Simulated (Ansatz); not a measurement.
# KTaSe3 (model cell, started as cubic perovskite with Ta in the octahedra): following an unstable mode, part 2 of 2

Aim: this structure of KTaSe3 (model cell, started as cubic perovskite with Ta in the octahedra) is to be tested for unstable modes, and one is followed downhill.

Ansatz 0.2.0; DFT LDA, scalar-relativistic, plane waves, PAW; PAW set soft_1.

So far. Step 4 (The mode frozen in, largest atomic shift 0.04 Å): The run ends at a pressure of -0.01 GPa, with forces up to 0.024 eV/Å. Step 5 (Energy along the mode, all amplitudes (two of the runs …): The lowest of the steps tried is at 0.04 Å, 0.341 meV/atom below the parent; the bottom of the well need not coincide with a step. The relaxed cell has a = 7.067, c = 10.002 Å (conventional setting).

The structure was built from a prototype and need not be the compound's stable phase.

**7. The new phase in its own primitive cell (continued)**

The steps of the relaxation:

```
step  energy less that of the first step (eV)  largest force component (eV/Å)  pressure (GPa)  volume (Å³)
   1                                   0.0000                          0.0233           -0.02       249.71
   2                                  -0.0001                          0.0194            0.01       249.64
   3                                  -0.0002                          0.0277            0.00       249.80
   4                                  -0.0002                          0.0289           -0.01       249.81
   5                                  -0.0003                          0.0091            0.00       249.78
   6                                  -0.0003                          0.0014            0.00       249.75
   7                                  -0.0003                          0.0001            0.00       249.75
  8*                                  -0.0003                          0.0001            0.00       249.75
```

Relaxation steps marked * repeat the geometry before them on a plane-wave basis chosen anew for their cell, so energy and pressure can jump there. Relaxation step 4 was tried and not accepted.

The run keeps the 16 symmetry operations that it works with, so distortions that break them were not tested.

```
conventional cell, symmetrised  before   after  change
                         a (Å)   7.067   7.067  -0.0 %
                         b (Å)   7.067   7.067  -0.0 %
                         c (Å)   9.999  10.002  +0.0 %
              volume (Å³/atom)   24.97   24.98  +0.0 %
```

Numbers from this step:

- pressure: -1.25e-6 GPa
- volume per atom: 24.98 Å³
- gap on the k-mesh: 0.08186 eV
- direct gap on mesh: 0.08186 eV

The largest force component left is 0.098 meV/Å and the pressure is 0.000 GPa, within the tolerances set. The cell now holds 24.98 Å³/atom.

**8. Modes of the new phase, k-mesh 6×6×6**

A relaxed structure may still be a saddle point, so its zone-centre modes are computed. No field response is asked, and the gap on the mesh is small against the smearing.

input.yaml reads:

```yaml
crystal:
  lattice:
    - [-3.5334521771, 3.5334521771, 5.0009515341]
    - [3.5334521771, -3.5334521771, 5.0009515341]
    - [3.5334521771, 3.5334521771, -5.0009515341]
  atoms:
    - { symbol: K, position: [0.75, 0.25, 0.5] }
    - { symbol: K, position: [0.25, 0.75, 0.5] }
    - { symbol: Ta, position: [0.0, 0.0, 0.0] }
    - { symbol: Ta, position: [0.5, 0.5, 0.0] }
    - { symbol: Se, position: [0.252032134, 0.747967866, 0.0] }
    - { symbol: Se, position: [0.747967866, 0.252032134, 0.0] }
    - { symbol: Se, position: [0.7540702563, 0.7540702563, 0.0] }
    - { symbol: Se, position: [0.2459297437, 0.2459297437, 0.0] }
    - { symbol: Se, position: [0.747967866, 0.747967866, 0.4959357319] }
    - { symbol: Se, position: [0.252032134, 0.252032134, 0.5040642681] }
kpoints:
  mp_grid: { grid: [6, 6, 6] }
hamiltonian:
  xc: lda
  pseudopotentials: { kind: paw, azcp: { folder: soft_1 }, xc_functional: pbe }
scf:
  occupations: { method: methfessel_paxton, width: 0.2 }
output:
  eigenvalues: true
phonons:
  method: dfpt
```

On the command line:

```
$ ansatz run input.yaml --threads 4 --pin off --max-ram 16384MiB --backend cpu --events-out ev --progress --plain --runs-dir out
```

Run time: 19 min. Hardware: 4 threads of Arm Neoverse V1, shared host; peak memory 6.4 GiB.

Numbers from this step:

```
sum-rule residual before enforcement                    : 1.24e-4 eV/Å²
point group                                             : 4/mmm
highest optical mode at the zone centre (no LO-TO term) : 302.8 cm⁻¹
lowest optical zone-centre mode                         : -38.87 cm⁻¹
```

Patterns of degenerate modes are one choice out of their space. The modes at Γ (shares of kinetic energy by element, %) (negative means imaginary):

```
mode  frequency (cm⁻¹)  symmetry  K %  Ta %  Se %
   1             -38.9       A2g    0     0   100
   2             -37.7        Eg    0     0   100
   3             -37.7        Eg    0     0   100
   4             -22.0       B2g    0     0   100
   5               0.0  acoustic    9    40    52
   6               0.0  acoustic    9    40    52
   7               0.0  acoustic    9    40    52
   8              58.4        Eu   40    40    20
   9              58.4        Eu   40    40    20
  10              59.0       A2u   41    40    18
  11              71.5        Eu    0     0   100
  12              71.5        Eu    0     0   100
  13              71.6       B1u    0     0   100
  14              71.7       B1g   94     0     6
  15              71.9        Eg   94     0     6
  16              71.9        Eg   94     0     6
  17              85.2       A2u   50    11    38
  18              85.3        Eu   51    10    39
  19              85.3        Eu   51    10    39
  20             120.5       A1g    0     0   100
  21             129.9        Eg    6     0    94
  22             129.9        Eg    6     0    94
  23             130.6       B1g    6     0    94
  24             141.9       A2u    0    92     8
  25             144.2        Eu    0    98     2
  26             144.2        Eu    0    98     2
  27             238.5        Eu    0    13    87
  28             238.5        Eu    0    13    87
  29             242.4       A2u    0    16    84
  30             302.8       A1g    0     0   100
```

Displacements in mode 1 (-38.9 cm⁻¹), the largest set to 1:
```
K1   0.00  0.00  0.00
K2   0.00  0.00  0.00
Ta3  0.00  0.00  0.00
Ta4  0.00  0.00  0.00
Se5  1.00  1.00  0.00
Se6 -1.00 -1.00  0.00
Se7  0.00  0.00  0.00
Se8  0.00  0.00  0.00
Se9 -1.00  1.00  0.00
Se10 1.00 -1.00  0.00
```

Displacements in mode 20 (120.5 cm⁻¹), the largest set to 1:
```
K1   0.00  0.00  0.00
K2   0.00  0.00  0.00
Ta3  0.00  0.00  0.00
Ta4  0.00  0.00  0.00
Se5  0.36 -0.36  0.00
Se6 -0.36  0.36  0.00
Se7  0.00  0.00 -1.00
Se8  0.00  0.00  1.00
Se9  0.36  0.36  0.00
Se10-0.36 -0.36  0.00
```

Before it was imposed, the acoustic sum rule was missed by 1.2e-4 eV/Å². Small misses are needed for a sound result but don't prove that mesh and cutoff are converged. The lowest optical mode is imaginary, 38.9i cm⁻¹, so the energy falls along it.

**9. Outcome**

| Item | Value |
| --- | --- |
| unstable mode of the parent | q = (-0.5, -0.5, -0.5), 127i cm⁻¹ |
| depth at the lowest point sampled | 0.341 meV/atom |
| largest atomic shift at that point | 0.04 Å |
| space group reached (within 0.01 Å) | I4/mmm |
| energy gained over the parent (first relaxation, on the mesh of the frozen mode) | 0.299 meV/atom |
| volume per atom, phase reached | 25.0 Å³ |
| gap on the k-mesh, phase reached | 0.0819 eV |
| lowest optical zone-centre mode, phase reached | -38.9 cm⁻¹ |
| highest optical mode at the zone centre (no LO-TO term), phase reached | 303 cm⁻¹ |

What this shows: Along this mode the structure falls into I4/mmm, 0.299 meV/atom below the parent. At the parent's cell the well is 0.341 meV/atom deep on the steps tried, with its lowest point at a shift of 0.04 Å. Relaxing atoms and cell changes the gain by -0.04 meV/atom against the lowest step (energies at zero smearing). The total is less than the well itself, which shows the error of comparing energies at two volumes on a finite basis. The new phase still has an imaginary mode at the zone centre of its cell, so it is a saddle point on the way to a lower structure. How so shallow a well moves with the k mesh was not tested. Of the 4 patterns followed to their end from this parent, this one ends 35.8 meV/atom above the lowest, I4/mcm. Each path keeps the symmetry of its pattern, so a lower phase may lie along a pattern not tried. With no gap, or one that is small against the smearing, the frequencies hang on the k mesh and the smearing, most of all near Kohn anomalies. Spin-orbit coupling is left out, which can matter for the heavy elements here. The PAW files were made for PBE and serve the other functionals too. The starting cell was built on a prototype and not taken from a measurement, so the phase need not exist.

[Logs are printed without paths, hosts, clocks, repeated set-up lines and the standing remarks that a program may print on its own settings, such as how far it seeks lower states.]

[Hosts, paths, dates, database ids (printed as entryN), source tags and the programs' standing remarks are cut or masked in the printed files.]
